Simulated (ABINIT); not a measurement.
# GeCl2 (P-3m1): third-order response, part 2 of 2

Which lines does GeCl2 (P-3m1) show in Raman and infrared spectra?

ABINIT 10.8.3; DFT LDA, scalar-relativistic, plane waves, HGH norm-conserving pseudopotentials.

So far. Step 5 (Relaxing the cell and atoms): The volume changes by -0.1 % in this run and stands -17.0 % from the first cell. Step 6 (Ground state): The cell stands at -1.9 GPa: the relaxation ran with a smoothed and higher cutoff and on another k mesh. The relaxed cell has a = 3.791, c = 5.680 Å (conventional setting).

The structure was built from a prototype and need not be the compound's stable phase.

## 7. Empty bands

Empty bands on the ground state's density check that the gap assumed so far is there in this cell.

File gap.abi:

```
# empty bands on the ground state's density
iscf -2
getden_filepath "gso_DEN"
tolwfr 1.0d-12
nbdbuf 2
prtwf 0

# basis, mesh and filling
ecut 24.0
ixc 7
ngkpt 6 6 4
nshiftk 1
shiftk 0.0 0.0 0.0
istwfk *1
occopt 1
nband 13
nstep 100
diemac 9.0
prtebands 0
prtgsr 0

# cell and atoms
acell 3*1.0 Angstrom
rprim 
    3.79089302 0.0 0.0
    -1.895446511 3.283009659 0.0
    0.0 0.0 5.679838016
ntypat 2
znucl 32 17
natom 3
typat 1 2 2
xred 
    0.0 0.0 0.0
    1/3 2/3 0.2577568527
    2/3 1/3 0.7422431473
pp_dirpath "./pseudo"
pseudos "Ge.hgh, Cl.hgh"
```

Run with:

```bash
$ OMP_NUM_THREADS=1 mpirun -n 4 abinit gap.abi > gap.log
```

Numbers of over 12 decimals in the logs are rounded to 6 here.

gap.abo, the main output file:

```text
[banners, grids, parts of the stress and lines that vanish by symmetry left out]
- input  file    -> gap.abi
- output file    -> gap.abo
- root for input  files -> gapi
[...]
Symmetries : space group P-3 m 1 (#164); Bravais hP (primitive hexag.)
[...]
mpw =        2718          nfft =       49152          nkpt =          24
[...]
== DATASET  1 ==================================================================
[...]
cutoff_energies: {ecut:  24.0, pawecutdg:  -1.0, }
[...]
Exchange-correlation functional for the present dataset will be:
  LDA: Perdew-Wang 92 LSD fit to Ceperley-Alder data - ixc=7
[...]
-outvars: echo values of variables after computation
            acell      1.8897261259E+00  1.8897261259E+00  1.8897261259E+00 Bohr
================================================================================
```

Elapsed: 2.6 s, on 4 MPI ranks of Arm Neoverse V2, shared host; 9.8 s of CPU time.

Read from the output:

```
gap on the k-mesh : 2.080 eV
```

In this cell the gap on the mesh is 2.1 eV, indirect (smallest direct 2.3 eV), so fixed occupations hold.

## 8. Linear response at Γ

The derivative of the wavefunctions by k comes first, since the response to a field is built on it; then the field and the displacements that symmetry doesn't supply are solved at q = 0. By the 2n+1 theorem the first-order wavefunctions also give third derivatives: Raman tensors and the non-linear susceptibility.

It reads the wavefunctions written in step 6.

File dfpt_gamma.abi:

```
ndtset 3

# common to the responses
getwfk_filepath "gso_WFK"
kptopt 2
nqpt 1
qpt 0.0 0.0 0.0
asr 0
chneut 0

# d/dk
rfelfd1 2
rfdir1 1 1 1
iscf1 -3
tolwfr1 1.0d-20

# displacements, field
rfphon2 1
rfatpol2 1 3
rfdir2 1 1 1
rfelfd2 3
getddk2 1
tolvrs2 1.0d-10
prepanl2 1
prtden2 1

# third order
optdriver3 5
getden_filepath3 "gso_DEN"
get1den3 2
get1wf3 2
getddk3 1
d3e_pert1_elfd3 1
d3e_pert1_phon3 1
d3e_pert1_atpol3 1 3
d3e_pert1_dir3 1 1 1
d3e_pert2_elfd3 1
d3e_pert2_dir3 1 1 1
d3e_pert3_elfd3 1
d3e_pert3_dir3 1 1 1
usepead3 1
tolvrs3 1.0d-10

# basis, mesh and filling
ecut 24.0
ixc 7
ngkpt 6 6 4
nshiftk 1
shiftk 0.0 0.0 0.5
istwfk *1
occopt 1
nband 9
nstep 100
diemac 9.0
prtebands 0
prtgsr 0

# cell and atoms
acell 3*1.0 Angstrom
rprim 
    3.79089302 0.0 0.0
    -1.895446511 3.283009659 0.0
    0.0 0.0 5.679838016
ntypat 2
znucl 32 17
natom 3
typat 1 2 2
xred 
    0.0 0.0 0.0
    1/3 2/3 0.2577568527
    2/3 1/3 0.7422431473
pp_dirpath "./pseudo"
pseudos "Ge.hgh, Cl.hgh"
```

Run with:

```bash
$ OMP_NUM_THREADS=1 mpirun -n 4 abinit dfpt_gamma.abi > dfpt_gamma.log
```

dfpt_gamma.abo, the main output file:

```text
[banners, grids, parts of the stress and lines that vanish by symmetry left out]
- input  file    -> dfpt_gamma.abi
- output file    -> dfpt_gamma.abo
- root for input  files -> dfpt_gammai
[...]
DATASET    1 : space group P-3 m 1 (#164); Bravais hP (primitive hexag.)
[...]
nfft =       49152          nkpt =          72
[...]
DATASET    2 : space group P-3 m 1 (#164); Bravais hP (primitive hexag.)
[...]
nfft =       49152          nkpt =          72
[...]
DATASET    3 : space group P-3 m 1 (#164); Bravais hP (primitive hexag.)
[...]
mpw =        2694          nfft =       49152          nkpt =          72
[...]
== DATASET  1 ==================================================================
[...]
cutoff_energies: {ecut:  24.0, pawecutdg:  -1.0, }
[...]
Exchange-correlation functional for the present dataset will be:
  LDA: Perdew-Wang 92 LSD fit to Ceperley-Alder data - ixc=7
[...]
- 17.00000   7.00000     10605                znucl, zion, pspdat
[...]
Perturbation : derivative vs k along direction   1
[...]
-ETOT  1  -17.319766032694     -1.732E+01 7.840E-02 0.000E+00
 ETOT  2  -17.352482480879     -3.272E-02 8.979E-04 0.000E+00
 ETOT  3  -17.352693976555     -2.115E-04 1.110E-05 0.000E+00
 ETOT  4  -17.352696310301     -2.334E-06 2.793E-07 0.000E+00
 ETOT  5  -17.352696344278     -3.398E-08 4.300E-09 0.000E+00
[...]
At SCF step   12   max residual=  1.00E-20 < tolwfr=  1.00E-20 =>converged.
[...]
Perturbation : derivative vs k along direction   2
[...]
-ETOT  1  -17.319610433060     -1.732E+01 7.840E-02 0.000E+00
[...]
At SCF step   12   max residual=  9.97E-21 < tolwfr=  1.00E-20 =>converged.
[...]
Perturbation : derivative vs k along direction   3
[...]
-ETOT  1  -5.783149     -5.783E+00 1.810E-02 0.000E+00
[...]
At SCF step   14   max residual=  9.97E-21 < tolwfr=  1.00E-20 =>converged.
[...]
1        1       2.3656751867   -0.0000000000
     1        2      -0.8194939234   -0.0000000000
     1        3       0.0000000000    0.0000000000
     2        1      -0.8194939234   -0.0000000000
     2        2       1.4194051114    0.0000000000
     2        3       0.0000000000    0.0000000000
     3        1       0.0000000000    0.0000000000
     3        2       0.0000000000    0.0000000000
     3        3       1.3425362510    0.0000000000
[...]
== DATASET  2 ==================================================================
[...]
cutoff_energies: {ecut:  24.0, pawecutdg:  -1.0, }
[...]
Exchange-correlation functional for the present dataset will be:
  LDA: Perdew-Wang 92 LSD fit to Ceperley-Alder data - ixc=7
[...]
Perturbation : displacement of atom   1   along direction   1
[...]
-ETOT  1   5.857924     -8.167E+01 4.021E-01 1.122E+04
[...]
At SCF step   10       vres2   =  8.50E-11 < tolvrs=  1.00E-10 =>converged.
[...]
Perturbation : displacement of atom   1   along direction   3
[...]
-ETOT  1   190.64265479200     -3.874E+01 4.894E+00 8.105E+05
[...]
At SCF step   12       vres2   =  8.98E-11 < tolvrs=  1.00E-10 =>converged.
[...]
Perturbation : displacement of atom   2   along direction   1
[...]
-ETOT  1   219.62989172675     -3.574E+02 2.661E+00 3.310E+05
[...]
At SCF step   13       vres2   =  1.61E-11 < tolvrs=  1.00E-10 =>converged.
[...]
Perturbation : displacement of atom   2   along direction   3
[...]
-ETOT  1   1663.0209313844      2.641E+02 9.041E+00 6.421E+06
[...]
At SCF step   14       vres2   =  6.23E-11 < tolvrs=  1.00E-10 =>converged.
[...]
Perturbation : homogeneous electric field along direction   1
[...]
-ETOT  1  -180.55205059721     -1.806E+02 2.143E+00 1.971E+04
[...]
At SCF step   12       vres2   =  2.26E-11 < tolvrs=  1.00E-10 =>converged.
[...]
Perturbation : homogeneous electric field along direction   2
[...]
-ETOT  1  -180.53813641990     -1.805E+02 2.143E+00 1.972E+04
[...]
At SCF step   12       vres2   =  1.46E-11 < tolvrs=  1.00E-10 =>converged.
[...]
Perturbation : homogeneous electric field along direction   3
[...]
-ETOT  1   18.804696968422      1.880E+01 9.530E-01 2.326E+05
[...]
ETOT 11  -39.932697165844     -9.408E-12 3.719E-14 6.189E-10
 ETOT 12  -39.932697165843      1.492E-13 9.383E-16 7.778E-12
 At SCF step   12       vres2   =  7.78E-12 < tolvrs=  1.00E-10 =>converged.
[...]
Dielectric tensor, in cartesian coordinates,
[...]
1    5   1    5         6.0084587029        -0.0000000000
   1    5   2    5        -0.0000000015        -0.0000000000
   1    5   3    5        -0.0000000000        -0.0000000000
   2    5   1    5        -0.0000000015        -0.0000000000
   2    5   2    5         6.0084587049        -0.0000000000
   2    5   3    5        -0.0000000000        -0.0000000000
   3    5   1    5        -0.0000000000        -0.0000000000
   3    5   2    5        -0.0000000000        -0.0000000000
   3    5   3    5         4.0697440580        -0.0000000000
  Effective charges, in cartesian coordinates,
[...]
1    1   1    5         4.3209613028         0.0000000000
   2    1   1    5         0.0000000000         0.0000000000
   3    1   1    5         0.0000000000         0.0000000000
   1    2   1    5        -2.1727587361         0.0000000000
   2    2   1    5         0.0000000000         0.0000000000
[...]
Effective charges, in cartesian coordinates,
[...]
2    5   1    3         0.0000000000         0.0000000000
   3    5   1    3         0.0000000000         0.0000000000
   1    5   2    3         0.0000000000         0.0000000000
   2    5   2    3        -2.1727587349         0.0000000000
   3    5   2    3         0.0000000000         0.0000000000
   1    5   3    3         0.0000000000         0.0000000000
   2    5   3    3         0.0000000000         0.0000000000
   3    5   3    3        -0.8336312062         0.0000000000
  Phonon wavevector (reduced coordinates) :  0.00000  0.00000  0.00000
 Phonon energies in Hartree :
[...]
Phonon frequencies in cm-1    :
- -5.077054E+00 -3.862628E+00 -3.862628E+00  6.186688E+01  6.186688E+01
-  1.694094E+02  1.694094E+02  2.103642E+02  2.383326E+02
  Phonon at Gamma, with non-analyticity in the
[...]
Phonon energies in Hartree :
[...]
Phonon frequencies in cm-1    :
- -5.077054E+00 -3.862628E+00 -3.841674E+00  6.186688E+01  1.694094E+02
-  1.694094E+02  2.103642E+02  2.383326E+02  2.539127E+02
  Phonon at Gamma, with non-analyticity in the
[...]
Phonon energies in Hartree :
[...]
Phonon frequencies in cm-1    :
- -5.077054E+00 -3.862628E+00 -3.841674E+00  6.186688E+01  1.694094E+02
-  1.694094E+02  2.103642E+02  2.383326E+02  2.539127E+02
  Phonon at Gamma, with non-analyticity in the
[...]
Phonon energies in Hartree :
[...]
Phonon frequencies in cm-1    :
- -5.053843E+00 -3.862628E+00 -3.862628E+00  6.186688E+01  6.186688E+01
-  1.694094E+02  1.694094E+02  2.103642E+02  2.644736E+02
[...]
== DATASET  3 ==================================================================
[...]
cutoff_energies: {ecut:  24.0, pawecutdg:  -1.0, }
[...]
Exchange-correlation functional for the present dataset will be:
  LDA: Perdew-Wang 92 LSD fit to Ceperley-Alder data - ixc=7
[...]
j1 : displacement of atom   2 along direction   1
[...]
j1 : displacement of atom   2 along direction   3
[...]
j1 : displacement of atom   2 along direction   3
[...]
j2 : displacement of atom   2 along direction   1
[...]
j2 : displacement of atom   2 along direction   3
[...]
j2 : displacement of atom   2 along direction   1
[...]
j2 : displacement of atom   2 along direction   3
[...]
j2 : displacement of atom   2 along direction   1
[...]
j2 : displacement of atom   2 along direction   3
[...]
j2 : displacement of atom   2 along direction   3
[...]
1          1       -0.000000000       -0.000000000       -0.000000000
[...]
1          2       -0.000000000       -0.000000000       -0.000000000
[...]
1          3       -0.000000000       -0.000000000       -0.000000000
[...]
2          1        0.000000001        0.016350086        0.010605739
[...]
2          2        0.016350087       -0.000000001       -0.000000000
[...]
2          3        0.017255305       -0.000000000       -0.000000000
[...]
3          1        0.000000001       -0.016350087       -0.010605739
[...]
3          2       -0.016350086       -0.000000001        0.000000000
[...]
3          3       -0.017255305        0.000000000       -0.000000000
[...]
strten2     0.0000000000E+00  0.0000000000E+00  0.0000000000E+00
           strten3     0.0000000000E+00  0.0000000000E+00  0.0000000000E+00
================================================================================
```

The job ended after 93 s (4 MPI ranks).

Numbers from this step:

```yaml
miss_of_the_charge_sum_rule: 0.02456 e
largest_acoustic_frequency_at_the_zone_centre_before_the_sum_rule: -5.08 cm⁻¹
highest_optical_zone_centre_mode_no_lo_to_term: 238.3 cm⁻¹
lowest_optical_zone_centre_mode: 61.87 cm⁻¹
mean_high_frequency_dielectric_constant: 5.362
largest_born_charge_in_size_third_of_the_trace: 3.432 e
```

Born charge (rows field, columns displacement), before the sum rule (e), principal values of the symmetric part by kind of site:

```csv
atom,atoms with these values,low,middle,high,mean
Ge1,1,1.65,4.32,4.32,3.43
Cl2,2,-2.17,-2.17,-0.83,-1.73
```

In full for Cl2:

```
-2.17  0.00  0.00
 0.00 -2.17  0.00
 0.00  0.00 -0.83
```

High-frequency dielectric tensor:

```
6.01 0.00 0.00
0.00 6.01 0.00
0.00 0.00 4.07
```

The acoustic modes at Γ come out as far as 5.1 cm⁻¹ from zero, where they should vanish, a small numerical error; the Born charges miss their sum rule by 0.025 e, which is fair.

## 9. Modes with the sum rule

anaddb reads the merged derivatives, imposes the acoustic sum rule and charge neutrality, and adds the LO-TO term along chosen directions.

File anaddb.abi:

```
ddb_filepath "gamma_DDB"
output_file "anaddb.abo"
outdata_prefix "anaddb"
asr 1
chneut 1
enunit 2
eivec 1
nph1l 1
qph1l 0.0 0.0 0.0 1.0
dieflag 2
nph2l 3
qph2l 
    1.0 0.0 0.0 0.0
    0.0 0.0 1.0 0.0
    1.0 1.0 1.0 0.0
nlflag 1
ramansr 1
alphon 1
prtmbm 1
```

File mrgddb.in:

```
gamma_DDB
merged
3
dfpt_gammao_DS2_DDB
dfpt_gammao_DS3_DDB
gso_DDB
```

Run with:

```bash
$ mrgddb < mrgddb.in > mrgddb.log
$ OMP_NUM_THREADS=1 anaddb anaddb.abi > anaddb.log
```

anaddb.abo, the main output file:

```text
[banners, grids, parts of the stress and lines that vanish by symmetry left out]
-outvars_anaddb: echo values of input variables ----------------------

 Flags :
[...]
Dielectric Tensor and Effective Charges
[...]
Effective charge tensors after
[...]
1          1       -0.000000001        0.000000000       -0.000000000
[...]
1          2       -0.000000000        0.000000000       -0.000000000
[...]
1          3       -0.000000000        0.000000000        0.000000000
[...]
2          1        0.000000001        0.016350086        0.010605739
[...]
2          2        0.016350086       -0.000000000       -0.000000000
[...]
2          3        0.017255305       -0.000000000        0.000000000
[...]
3          1        0.000000000       -0.016350087       -0.010605739
[...]
3          2       -0.016350086       -0.000000000        0.000000000
[...]
3          3       -0.017255305        0.000000000       -0.000000000
[...]
Phonon wavevector (reduced coordinates) :  0.00000  0.00000  0.00000
 Phonon energies in Hartree :
[...]
Phonon energies in meV     :
-  0.000000E+00  0.000000E+00  0.000000E+00  7.685688E+00  7.685688E+00
-  2.101500E+01  2.101500E+01  2.609747E+01  2.955634E+01
 Phonon frequencies in cm-1    :
-  0.000000E+00  0.000000E+00  0.000000E+00  6.198926E+01  6.198926E+01
-  1.694974E+02  1.694974E+02  2.104903E+02  2.383880E+02
 Phonon frequencies in Thz     :
-  0.000000E+00  0.000000E+00  0.000000E+00  1.858391E+00  1.858391E+00
-  5.081404E+00  5.081404E+00  6.310340E+00  7.146692E+00
 Phonon energies in Kelvin  :
-  0.000000E+00  0.000000E+00  0.000000E+00  8.918871E+01  8.918871E+01
-  2.438690E+02  2.438690E+02  3.028486E+02  3.429871E+02
[...]
-  1  0.00000000E+00  0.00000000E+00 -1.95510774E-03
-     0.00000000E+00  0.00000000E+00  0.00000000E+00
-  2  0.00000000E+00  0.00000000E+00 -1.95510775E-03
-     0.00000000E+00  0.00000000E+00  0.00000000E+00
-  3  0.00000000E+00  0.00000000E+00 -1.95510775E-03
-     0.00000000E+00  0.00000000E+00  0.00000000E+00
[...]
-  1  0.00000000E+00  1.95510338E-03  0.00000000E+00
-     0.00000000E+00  0.00000000E+00  0.00000000E+00
-  2  0.00000000E+00  1.95511221E-03  0.00000000E+00
-     0.00000000E+00  0.00000000E+00  0.00000000E+00
-  3  0.00000000E+00  1.95511221E-03  0.00000000E+00
-     0.00000000E+00  0.00000000E+00  0.00000000E+00
[...]
-  1  1.95510338E-03  0.00000000E+00  0.00000000E+00
-     0.00000000E+00  0.00000000E+00  0.00000000E+00
-  2  1.95511221E-03  0.00000000E+00  0.00000000E+00
-     0.00000000E+00  0.00000000E+00  0.00000000E+00
-  3  1.95511221E-03  0.00000000E+00  0.00000000E+00
-     0.00000000E+00  0.00000000E+00  0.00000000E+00
[...]
-  1  8.25434671E-04 -1.74682134E-03  0.00000000E+00
-     0.00000000E+00  0.00000000E+00  0.00000000E+00
[...]
-     0.00000000E+00  0.00000000E+00  0.00000000E+00
[...]
-     0.00000000E+00  0.00000000E+00  0.00000000E+00
[...]
-     0.00000000E+00  0.00000000E+00  0.00000000E+00
[...]
-     0.00000000E+00  0.00000000E+00  0.00000000E+00
[...]
Phonon at Gamma, with non-analyticity in the
[...]
Phonon energies in Hartree :
[...]
Phonon energies in meV     :
-  0.000000E+00  0.000000E+00  0.000000E+00  7.685688E+00  2.101500E+01
[...]
Phonon frequencies in cm-1    :
-  0.000000E+00  0.000000E+00  0.000000E+00  6.198926E+01  1.694974E+02
[...]
Phonon frequencies in Thz     :
-  0.000000E+00  0.000000E+00  0.000000E+00  1.858391E+00  5.081404E+00
[...]
Phonon energies in Kelvin  :
-  0.000000E+00  0.000000E+00  0.000000E+00  8.918871E+01  2.438690E+02
[...]
Phonon at Gamma, with non-analyticity in the
[...]
Phonon energies in Hartree :
[...]
Phonon energies in meV     :
-  0.000000E+00  0.000000E+00  0.000000E+00  7.685688E+00  7.685688E+00
[...]
Phonon frequencies in cm-1    :
-  0.000000E+00  0.000000E+00  0.000000E+00  6.198926E+01  6.198926E+01
[...]
Phonon frequencies in Thz     :
-  0.000000E+00  0.000000E+00  0.000000E+00  1.858391E+00  1.858391E+00
[...]
Phonon energies in Kelvin  :
-  0.000000E+00  0.000000E+00  0.000000E+00  8.918871E+01  8.918871E+01
[...]
-  2  2.45622712E-03  1.30527176E-03  0.00000000E+00
[...]
-  3 -2.45622712E-03 -1.30527176E-03  0.00000000E+00
[...]
-        -0.001754251       0.000932232       0.000604707
-         0.000932232       0.001754251      -0.001137922
-         0.000604707      -0.001137922      -0.000000000
[...]
-         0.000932232       0.001754251       0.001137922
-         0.001754251      -0.000932232       0.000604707
-         0.001137922       0.000604707       0.000000000
[...]
Phonon at Gamma, with non-analyticity in the
[...]
Phonon energies in Hartree :
[...]
Phonon energies in meV     :
-  0.000000E+00  0.000000E+00  0.000000E+00  7.685688E+00  2.101500E+01
-  2.101500E+01  2.515369E+01  2.609747E+01  3.234076E+01
 Phonon frequencies in cm-1    :
-  0.000000E+00  0.000000E+00  0.000000E+00  6.198926E+01  1.694974E+02
-  1.694974E+02  2.028782E+02  2.104903E+02  2.608458E+02
 Phonon frequencies in Thz     :
-  0.000000E+00  0.000000E+00  0.000000E+00  1.858391E+00  5.081404E+00
-  5.081404E+00  6.082135E+00  6.310340E+00  7.819960E+00
 Phonon energies in Kelvin  :
-  0.000000E+00  0.000000E+00  0.000000E+00  8.918871E+01  2.438690E+02
-  2.438690E+02  2.918965E+02  3.028486E+02  3.752989E+02
[...]
-  2  2.45622592E-03  1.30527402E-03  0.00000000E+00
[...]
-  3 -2.45622592E-03 -1.30527402E-03  0.00000000E+00
[...]
-         0.001754250      -0.000932234       0.000604708
-         0.001137922       0.000604708       0.000000000
[...]
Spherical averages : G0=     0.000000000    G1=     0.000000000    G2=     0.000000000

-
```

Wall time 0.7 s (1 thread).

Read from the output:

- highest optical zone-centre mode (no LO-TO term): 238.4 cm⁻¹
- lowest optical zone-centre mode: 61.99 cm⁻¹
- highest mode moved by the LO-TO term: 264.4 cm⁻¹

No LO-TO term; unit eigenvectors of the mass-weighted matrix, from anaddb's displacements. The modes at Γ (shares of kinetic energy by element, %):

```
mode  frequency (cm⁻¹)  Ge %  Cl %
   1               0.0    51    49
   2               0.0    51    49
   3               0.0    51    49
   4              62.0    49    51
   5              62.0    49    51
   6             169.5     0   100
   7             169.5     0   100
   8             210.5     0   100
   9             238.4    49    51
```

Displacements in mode 4 (62.0 cm⁻¹), the largest set to 1:
```
Ge1  0.46 -0.98  0.00
Cl2 -0.47  1.00  0.00
Cl3 -0.47  1.00  0.00
```

Displacements in mode 9 (238.4 cm⁻¹), the largest set to 1:
```
Ge1  0.00  0.00  0.98
Cl2  0.00  0.00 -1.00
Cl3  0.00  0.00 -1.00
```

From anaddb's Raman susceptibilities, degenerate modes summed; transverse modes, the longitudinal lines of polar modes are not listed. Lines of the Raman spectrum (strongest = 100):

```
position (cm⁻¹)  lines merged  Raman activity (Å⁴/amu), powder, relative
             62             2                                        0.0
            170             2                                         11
            210             1                                        100
            238             1                                        0.0
```

The rule moves no optical mode by more than 0.2 cm⁻¹.

## 10. What came out

| Property | Result |
| --- | --- |
| space group after relaxation | P-3m1 |
| volume per atom | 23.6 Å³ |
| highest optical zone-centre mode (no LO-TO term) | 238.4 cm⁻¹ |
| lowest optical zone-centre mode | 62.0 cm⁻¹ |
| highest mode moved by the LO-TO term | 264.4 cm⁻¹ |
| mean high-frequency dielectric constant | 5.36 |
| largest Born charge in size (third of the trace) | 3.43 e |
| imaginary optical modes at the zone centre (no q mesh in this session) | none |

The largest Raman activity of GeCl2 (P-3m1) lies at 210 cm⁻¹. At the LDA level the optical modes of GeCl2 (P-3m1) at the zone centre (no LO-TO term) run from 62 to 238 cm⁻¹. The base run prints -1.9 GPa, mostly the error of a finite basis; the relaxation, with a smoothed and higher cutoff, had brought the cell to rest. An error of this size shows a cutoff that is short for these files. Along the directions run, the highest mode that the macroscopic field moves lies at 264 cm⁻¹. The Raman intensities rest on static tensors of the transverse modes; green light lies near or above this gap, where resonance changes them. These are harmonic frequencies at zero temperature: anharmonic shifts and linewidths and thermal expansion are left out. The HGH files keep few electrons and have no core correction, which is cheap but rough for Ge. The structure is a hypothetical one, built on a prototype.

[Host names and launcher messages were left out of these logs when they were recorded.]

[Logs are printed without paths, hosts, clocks, repeated set-up lines and the standing remarks that a program may print on its own settings, such as how far it seeks lower states.]

[Hosts, paths, dates, database ids (printed as entryN), source tags and the programs' standing remarks are cut or masked in the printed files.]
